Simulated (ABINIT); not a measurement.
# A GW chain in ABINIT: GaN (F-43m), part 3 of 3

Aim: the G0W0 gap of GaN (F-43m) on LDA, step by step.

ABINIT 10.8.3; LDA and many-body steps on it, plane waves. Known limits of the many-body steps: not at the basis limit; no spin-orbit coupling.

So far. Step 4 (Empty states on the mesh, 6×6×6 mesh, 131 bands): On this mesh the gap is 1.753 eV. Step 5 (Screening, 6×6×6 mesh, 123 bands, screening to 244.9 eV): Local fields lower ε∞ by 7 %.

## (6) Self-energy, 6×6×6 mesh, 123 bands, screening to 244.9 eV

The self-energy is evaluated for the states that the input lists, and the levels follow from it, in one-shot runs by the linearised quasiparticle equation.

This step: G0W0 on LDA, plane waves, norm-conserving pseudopotentials.

run.abi

```
acell 3*1.0 Angstrom
rprim 
  0.000000000000 2.253500607500 2.253500607500
  2.253500607500 0.000000000000 2.253500607500
  2.253500607500 2.253500607500 0.000000000000
ntypat 2
znucl 31 7
natom 2
typat 1 2
xred 
  0.000000000000 0.000000000000 0.000000000000
  0.750000000000 0.750000000000 0.750000000000
pp_dirpath "pseudos"
pseudos "Ga.upf, N.upf"
ecut 45
ngkpt 6 6 6
nshiftk 1
shiftk 0 0 0
kptopt 1
chksymbreak 0
istwfk *1
occopt 1
irdwfk 1
optdriver 4
nband 123
gwcalctyp 0
ecutsigx 45
symsigma 1
nkptgw 3
kptgw 
  0.0000000000 0.0000000000 0.0000000000
  0.5000000000 0.0000000000 0.0000000000
  0.5000000000 0.5000000000 0.0000000000
bdgw 
  11 17
  12 15
  12 15
ecuteps 9
irdscr 1
ppmodel 1
indata_prefix "in"
outdata_prefix "out"
tmpdata_prefix "tmp"
```

On the command line:

```
$ OMP_NUM_THREADS=1 mpirun -n 8 abinit run.abi > log
```

Numbers of over 12 decimals in the logs are rounded to 6 here.

What it wrote:

```text
.Version 10.8.3 of ABINIT. v10.8.2 released Aug 2026.

 Symmetries : space group F-4 3 m (#216); Bravais cF (face-center cubic)
[... echo of the input left out ...]
== DATASET  1 ==================================================================
-   mpi_nproc: 8, omp_nthreads: 1 (-1 if OMP is not activated)

--- !DatasetInfo
iteration_state: {dtset: 1, }
dimensions: {natom: 2, nkpt: 16, mband: 123, nsppol: 1, nspinor: 1, nspden: 1, mpw: 2252, }
cutoff_energies: {ecut:  45.0, pawecutdg:  -1.0, }
electrons: {nelect:   2.60000000E+01, charge:   0.00000000E+00, occopt:   1.00000000E+00, tsmear:   1.00000000E-02, }

 SIGMA: Calculation of the GW corrections

 Based on a program developped by R.W. Godby, V. Olevano, G. Onida, and L. Reining.
 Incorporated in ABINIT by V. Olevano, G.-M. Rignanese, and M. Torrent.
.Using double precision arithmetic ; gwpc =  8

[... cell and pseudopotentials left out ...]
--------------------------------------------------------------------------------

 ==== K-mesh for the wavefunctions ====
 Number of points in the irreducible wedge :    16
[... list of points left out ...]
 Together with 24 symmetry operations and time-reversal symmetry
 yields   216 points in the full Brillouin Zone.

 ==== Q-mesh for screening function ====
 Number of points in the irreducible wedge :    16
[... list of points left out ...]
 Together with 24 symmetry operations and time-reversal symmetry
 yields   216 points in the full Brillouin Zone.

 vcoul_init : cutoff-mode = AUXILIARY_FUNCTION
 q-points for optical limit:   1
     1)      0.000010    0.000020    0.000030
 setmesh: FFT mesh size selected  =    40x   40x   40
          total number of points  =        64000

 Number of electrons calculated from density =   26.0000; Expected =   26.0000
 average of density, n =  0.168335
 r_s =    1.1235
 omega_plasma =   39.5770 [eV]

 === KS Band Gaps ===
  >>>> For spin  1
   Minimum direct gap =   1.7525 [eV], located at k-point      :   0.0000  0.0000  0.0000
   Fundamental gap    =   1.7525 [eV], Top of valence bands at :   0.0000  0.0000  0.0000
                                       Bottom of conduction at :   0.0000  0.0000  0.0000
 SIGMA fundamental parameters:
 PLASMON POLE MODEL  1
 number of plane-waves for SigmaX                 2229
 number of plane-waves for SigmaC and W            181
 number of plane-waves for wavefunctions          2229
 number of bands                                   123
 number of independent spin polarizations            1
 number of spinorial components                      1
 number of k-points in IBZ                          16
 number of q-points in IBZ                          16
 number of symmetry operations                      24
 number of k-points in BZ                          216
 number of q-points in BZ                          216
 number of frequencies for dSigma/dE                 9
 frequency step for dSigma/dE [eV]                0.25
 number of omega for Sigma on real axis              0
 max omega for Sigma on real axis  [eV]           0.00
 zcut for avoiding poles [eV]                     0.10

 EPSILON^-1 parameters (SCR file):
 dimension of the eps^-1 matrix on file            181
 dimension of the eps^-1 matrix used               181
 number of plane-waves for wavefunctions          2229
 number of bands                                   123
 number of q-points in IBZ                          16
 number of frequencies                               2
 number of real frequencies                          1
 number of imag frequencies                          1

 matrix elements of self-energy operator (all in [eV])

 Perturbative Calculation

--- !SelfEnergy_ee
iteration_state: {dtset: 1, }
kpoint     : [   0.000,    0.000,    0.000, ]
spin       : 1
KS_gap     :    1.753
QP_gap     :    2.928
Delta_QP_KS:    1.175
data: !SigmaeeData |
     Band     E0 <VxcDFT>   SigX SigC(E0)      Z dSigC/dE  Sig(E)    E-E0       E
       11   6.481 -18.919 -22.472   2.707   0.794  -0.259 -19.591  -0.672   5.809
       12   6.481 -18.919 -22.472   2.707   0.794  -0.259 -19.591  -0.672   5.809
       13   6.481 -18.919 -22.472   2.707   0.794  -0.259 -19.591  -0.672   5.809
       14   8.234 -14.570 -10.224  -3.734   0.821  -0.218 -14.067   0.503   8.737
       15  16.638 -13.685  -7.116  -5.200   0.824  -0.214 -12.557   1.128  17.766
       16  16.638 -13.685  -7.116  -5.200   0.824  -0.214 -12.557   1.128  17.766
       17  16.638 -13.685  -7.116  -5.200   0.824  -0.214 -12.557   1.128  17.766

--- !SelfEnergy_ee
iteration_state: {dtset: 1, }
kpoint     : [   0.500,    0.000,    0.000, ]
spin       : 1
KS_gap     :    5.526
QP_gap     :    7.056
Delta_QP_KS:    1.530
data: !SigmaeeData |
     Band     E0 <VxcDFT>   SigX SigC(E0)      Z dSigC/dE  Sig(E)    E-E0       E
       12   5.504 -17.875 -21.712   2.909   0.793  -0.261 -18.611  -0.736   4.768
       13   5.504 -17.875 -21.712   2.909   0.793  -0.261 -18.611  -0.736   4.768
       14  11.030 -14.488  -9.040  -4.492   0.830  -0.205 -13.695   0.794  11.824
       15  15.081 -14.907  -8.170  -5.569   0.786  -0.273 -13.989   0.918  15.999

--- !SelfEnergy_ee
iteration_state: {dtset: 1, }
kpoint     : [   0.500,    0.500,    0.000, ]
spin       : 1
KS_gap     :    6.009
QP_gap     :    7.371
Delta_QP_KS:    1.362
data: !SigmaeeData |
     Band     E0 <VxcDFT>   SigX SigC(E0)      Z dSigC/dE  Sig(E)    E-E0       E
       12   3.756 -16.162 -20.413   3.188   0.793  -0.261 -17.005  -0.843   2.914
       13   3.756 -16.162 -20.413   3.188   0.793  -0.261 -17.005  -0.843   2.914
       14   9.765 -12.387  -7.754  -4.016   0.842  -0.188 -11.867   0.519  10.284
       15  12.975 -14.787  -8.909  -4.684   0.836  -0.197 -13.789   0.998  13.972

== END DATASET(S) ==============================================================
================================================================================

 -outvars: echo values of variables after computation  --------
           etotal      0.0000000000E+00
            nband         123
             nkpt          16
          spgroup         216
 [... the other variables as echoed above ...]

 Calculation completed.
```

Run time: 12 s. Hardware: 8 MPI ranks of Arm Neoverse V2, shared host; peak memory 1.7 GiB.

Numbers from this step:

```
G0W0 gap on the points computed              : 2.928 eV
starting gap on the mesh                     : 1.753 eV
k of the valence top                         : 0, 0, 0
k of the conduction bottom                   : 0, 0, 0
Z at the valence top                         : 0.794
Z at the conduction bottom                   : 0.821
least direct G0W0 gap on the computed points : 2.928 eV
```

The gap on the mesh goes from 1.75 eV to 2.93 eV, a correction of +1.18 eV.

Limits: finite bands, cutoff and mesh; no spin-orbit coupling. v1 is the top filled band, c1 the lowest empty one. The levels before and after the correction (eV, zero at the valence-band top of each column):

|  | conduction bottom | valence top |
| --- | --- | --- |
| Kohn-Sham | 1.75 | 0.00 |
| G0W0 | 2.93 | 0.00 |

|  | level | energy (eV) |
| --- | --- | --- |
| Kohn-Sham | Γ v3-v1 | 0.000 |
| Kohn-Sham | Γ c1 | 1.753 |
| Kohn-Sham | Γ c2-c4 | 10.156 |
| G0W0 | Γ v3-v1 | 0.000 |
| G0W0 | Γ c1 | 2.928 |
| G0W0 | Γ c2-c4 | 11.957 |

## (7) Where the time went

Times are wall times on 8 MPI ranks of Arm Neoverse V2, shared host, good to a factor of about two.

| step | time | share | memory (GiB) |
| --- | --- | --- | --- |
| ground state | 7.6 s | 6 % | 0.56 |
| bands along the symmetry lines | 6.3 s | 5 % | 0.51 |
| empty states on the mesh | 22 s | 17 % | 2.6 |
| screening | 80 s | 63 % | 1.9 |
| self-energy | 12 s | 9 % | 1.7 |

## (8) Summary of results

| Quantity | Value |
| --- | --- |
| LDA gap | 1.75 eV, direct |
| G0W0 gap on the mesh | 2.93 eV |
| GW settings | 6×6×6 mesh, 123 bands, screening to 244.9 eV, Godby-Needs plasmon pole |
| known limits | not at the basis limit; no spin-orbit coupling |

In words: G0W0 moves the gap on the mesh from 1.75 eV to 2.93 eV (+1.18 eV), with Z of 0.79 and 0.82 at the edges. Local fields lower the RPA ε∞ on this mesh from 6.98 to 6.50. Only 3 of the mesh's irreducible points were corrected, so a valley elsewhere could overtake. The dearest step here is «screening». Against experiment, by G0W0@LDA: the direct gap of 2.93 eV lies −0.30 eV from the measured 3.23 eV (exciton, 300 K, on 3C-SiC/Si(001), 2022). An exciton line or allowed optical edge lies below the quasiparticle gap by the binding energy; a forbidden edge can push the onset above it. The calculation has static nuclei and no excitons; a measured gap holds zero-point and thermal motion, which mostly lowers it. Against the values above the computed gap that would widen the miss. A likelier cause is too strong a screening: the start's gap is only 1.75 eV, and one shot does not repair that. Bands and cutoff are finite, so the gap is not at the basis limit. The miss can reach some tenths of an eV and take either sign; the mesh is an error of its own. In the G0W0 run levels were corrected at 3 k points alone, so a gap called «on the mesh» is the least over those, and an edge elsewhere would be missed. The many-body steps are scalar-relativistic: spin-orbit coupling is not in them.

[Paths, hosts, dates, memory and timing lines, banners, echoed tables and standing remarks are left out of the program output.]

[Logs are printed without paths, hosts, clocks, repeated set-up lines and the standing remarks that a program may print on its own settings, such as how far it seeks lower states.]

[Runs of the session that timed out or met a known fault of the program may be left out.]

[No measured gap is set beside runs whose start may be inverted or whose files or cutoffs have a known fault.]

[Hosts, paths, dates, database ids (printed as entryN), source tags and the programs' standing remarks are cut or masked in the printed files.]

[G0W0 gaps are taken among the corrected bands and points alone; a level outside them can change the order at an edge.]

[Where Ansatz stands beside ABINIT at settings called matched, ABINIT's density can come from a denser mesh and the files from another edition; pairs whose starting gaps differed by over 0.03 eV were left out, so agreement reads better than it is.]
